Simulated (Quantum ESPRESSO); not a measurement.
# CrIrO4: parallel and opposed starts

Aim: find out which collinear order of CrIrO4 costs least.

Calculated with Quantum ESPRESSO 7.5; LDA; plane waves with GBRV 1.5 LDA potentials, no spin-orbit coupling.

Most raw output is cut from this account.

## 1. Set-up

It takes space group Cmmm (No. 65, orthorhombic). Conventional cell: a = 6.303 Å, b = 6.336 Å, c = 3.065 Å, α = 90.00°, β = 90.00°, γ = 90.00°. Cr has 6 O at 1.91 to 1.95 Å nearest. Nearest to Ir lie 6 O at 1.95 to 1.98 Å. Nearest to O lie 2 Cr at 1.95 Å and 1 Ir at 1.95 Å. Nearest to O lie 1 Cr at 1.91 Å and 2 Ir at 1.98 Å. Farther neighbours and most contacts between anions are not listed.

Structure file:

```cif
data_structure
_symmetry_space_group_name_H-M 'P 1'
_symmetry_Int_Tables_number 1
_cell_length_a 4.4684
_cell_length_b 4.4684
_cell_length_c 3.0651
_cell_angle_alpha 90.000
_cell_angle_beta 90.000
_cell_angle_gamma 90.303
_cell_volume 61.20
loop_
_atom_site_label
_atom_site_type_symbol
_atom_site_fract_x
_atom_site_fract_y
_atom_site_fract_z
_atom_site_occupancy
Cr1 Cr 0.00000 0.00000 0.50000 1
Ir2 Ir 0.50000 0.50000 0.00000 1
O3 O 0.80925 0.80925 0.00000 1
O4 O 0.69826 0.30174 0.50000 1
O5 O 0.19075 0.19075 0.00000 1
O6 O 0.30174 0.69826 0.50000 1
```

The cell comes from Materials Project 2023-11-01, a database of computed structures, and need not be the stable phase.

## 2. Run 1, typed as ferro ++

The signs are those of the starting moments on the seeded atoms, the atoms that are given a moment.

ASE passes magmoms on as starting_magnetization. pw.x reads values of 1 or more as Bohr magnetons; where all are smaller, it reads them as fractions of the valence charge.

pw.py reads:

```python
from ase import Atoms
from ase.calculators.espresso import Espresso, EspressoProfile

atoms = Atoms(['Cr', 'Ir', 'O', 'O', 'O', 'O'],
    cell=[[3.15127602, -3.16799643, 0.0],
         [3.15127602, 3.16799643, 0.0],
         [0.0, 0.0, 3.06507497]],
    scaled_positions=[[0.0, 0.0, 0.5],
         [0.5, 0.5, 0.0],
         [0.80924638, 0.80924638, 0.0],
         [0.69826365, 0.30173635, 0.5],
         [0.19075362, 0.19075362, 0.0],
         [0.30173635, 0.69826365, 0.5]],
    pbc=True,
    magmoms=[3.0, 1.0, 0.0, 0.0, 0.0, 0.0])
input_data = {
    'control': {'calculation': 'scf', 'prefix': 'pwscf', 'outdir': './tmp', 'disk_io': 'nowf', 'tprnfor': True, 'tstress': True},
    'system': {'ecutwfc': 40.0, 'ecutrho': 280.0, 'nbnd': 39, 'occupations': 'smearing', 'smearing': 'fd', 'degauss': 0.00999582, 'nspin': 2},
    'electrons': {'conv_thr': 1.2e-08, 'electron_maxstep': 150, 'mixing_beta': 0.3},
}
atoms.calc = Espresso(
    profile=EspressoProfile(command='mpirun -n 2 pw.x -nk 2', pseudo_dir='pseudo'),
    pseudopotentials={'Cr': 'cr_lda_v1.5.uspp.F.UPF', 'Ir': 'ir_lda_v1.2.uspp.F.UPF', 'O': 'o_lda_v1.2.uspp.F.UPF'},
    input_data=input_data,
    kpts=(8, 8, 8),
    koffset=(0, 0, 0))
energy = atoms.get_potential_energy(force_consistent=True)
print(f'free energy: {energy:.6f} eV')
print('site moments (muB):', atoms.get_magnetic_moments().round(3))
```

Launch:

```bash
$ OMP_NUM_THREADS=1 python3 pw.py > pw.log
```

It took 81 s on 2 MPI ranks of AMD EPYC 9R45, shared host; peak memory 0.6 GiB; 2.7 min of CPU time.

Spin moment in the atom's sphere by atom:

| atom | spin moment in the atom's sphere (μB) |
| --- | --- |
| Cr1 | 1.67 |
| Ir2 | -0.16 |
| O3 | -0.05 |
| O4 | -0.04 |
| O5 | -0.05 |
| O6 | -0.04 |

This step gave:

```yaml
smearing_term_ts: 0.1428 eV
pressure: -12.57 GPa
magnetization: 1.623 μB
absolute_magnetization: 2.549 μB
final_state: ferrimagnetic
```

The typed signs were not kept.

## 3. Run 2, typed as ferri +−

Changes to pw.py since step 2:

```diff
@@ -14,6 +14,6 @@
     pbc=True,
-    magmoms=[3.0, 1.0, 0.0, 0.0, 0.0, 0.0])
+    magmoms=[3.0, -1.0, 0.0, 0.0, 0.0, 0.0])
 input_data = {
     'control': {'calculation': 'scf', 'prefix': 'pwscf', 'outdir': './tmp', 'disk_io': 'nowf', 'tprnfor': True, 'tstress': True},
-    'system': {'ecutwfc': 40.0, 'ecutrho': 280.0, 'nbnd': 39, 'occupations': 'smearing', 'smearing': 'fd', 'degauss': 0.00999582, 'nspin': 2},
+    'system': {'ecutwfc': 40.0, 'ecutrho': 280.0, 'nbnd': 38, 'occupations': 'smearing', 'smearing': 'fd', 'degauss': 0.00999582, 'nspin': 2},
     'electrons': {'conv_thr': 1.2e-08, 'electron_maxstep': 150, 'mixing_beta': 0.3},
```

Launch:

```bash
$ OMP_NUM_THREADS=1 python3 pw.py > pw.log
```

Elapsed: 79 s, on 2 MPI ranks; peak memory 0.61 GiB; 2.6 min of CPU time.

Spin moment in the atom's sphere by atom:

| atom | spin moment in the atom's sphere (μB) |
| --- | --- |
| Cr1 | 1.67 |
| Ir2 | -0.16 |
| O3 | -0.05 |
| O4 | -0.04 |
| O5 | -0.05 |
| O6 | -0.04 |

Read from the output:

* smearing term TS: 0.1428 eV
* pressure: -12.57 GPa
* magnetization: 1.624 μB
* absolute magnetization: 2.548 μB
* final state: ferrimagnetic

## 4. Run 3, typed as no spin polarisation

Changes to pw.py since step 3:

```diff
@@ -13,7 +13,6 @@
          [0.30173635, 0.69826365, 0.5]],
-    pbc=True,
-    magmoms=[3.0, -1.0, 0.0, 0.0, 0.0, 0.0])
+    pbc=True)
 input_data = {
     'control': {'calculation': 'scf', 'prefix': 'pwscf', 'outdir': './tmp', 'disk_io': 'nowf', 'tprnfor': True, 'tstress': True},
-    'system': {'ecutwfc': 40.0, 'ecutrho': 280.0, 'nbnd': 38, 'occupations': 'smearing', 'smearing': 'fd', 'degauss': 0.00999582, 'nspin': 2},
+    'system': {'ecutwfc': 40.0, 'ecutrho': 280.0, 'nbnd': 37, 'occupations': 'smearing', 'smearing': 'fd', 'degauss': 0.00999582},
     'electrons': {'conv_thr': 1.2e-08, 'electron_maxstep': 150, 'mixing_beta': 0.3},
@@ -28,2 +27 @@
 print(f'free energy: {energy:.6f} eV')
-print('site moments (muB):', atoms.get_magnetic_moments().round(3))
```

Launch:

```bash
$ OMP_NUM_THREADS=1 python3 pw.py > pw.log
```

Elapsed: 36 s, on 2 MPI ranks; peak memory 0.44 GiB; 71 s of CPU time.

This step gave:

- smearing term TS: 0.3003 eV
- pressure: -14.86 GPa
- final state: non-magnetic (no spin polarisation)

## 5. The states side by side

An order is kept where moments of 0.15 μB or more survive with the typed signs; meshes match where a doubled cell samples the same k points as the first cell.

Ferrimagnetic means that a moment over 0.15 μB on a transition or rare-earth metal, induced ones included, opposes the net moment. Orders:

| start | final state | typed order kept | energy over the lowest (meV a seeded atom) | largest site moment (μB) | net moment (μB a cell of the first run) | mesh matched | CPU time (s) |
| --- | --- | --- | --- | --- | --- | --- | --- |
| ferro ++ | ferrimagnetic | no | 0 | 1.671 | 1.623 | yes | 162.2 |
| ferri +- | ferrimagnetic | yes | 0 | 1.671 | 1.624 | yes | 156.5 |
| no spin polarisation | non-magnetic | - | 175.5 | 0 | 0 | yes | 71.33 |

## 6. What came out

```
lowest state found    : ferrimagnetic (from ferro ++ and ferri +-)
largest site moment   : 1.67 μB
state without moments : 176 meV a seeded atom higher
```

**Reading.** 1 start left the typed signs, so such an energy belongs to the state reached, not the one typed. This is the lowest of 3 collinear or spinless starts, no proof of the ground state. Energies are free energies at an electronic temperature of 1580 K, which lowers moments and differences where the moments are itinerant. No Hubbard term acts here. In such compounds local and semilocal functionals without one often delocalise the d electrons, and can shrink or lose moments and miss the size, sign and order of the couplings. The smearing term is large for its width, so states at the Fermi level are partly filled: at this level the cell is a metal or has a gap of a few widths at most.

[Logs and program files are shortened in this print: banners, set-up blocks, solver, clock and traceback lines can be left out without a mark of their own.]

[Logs are printed without paths, hosts, clocks, repeated set-up lines and the standing remarks that a program may print on its own settings, such as how far it seeks lower states.]

[Hosts, paths, dates, database ids (printed as entryN), source tags and the programs' standing remarks are cut or masked in the printed files.]

[Where a cell is said to come from a database of computed structures, the database is the Materials Project.]
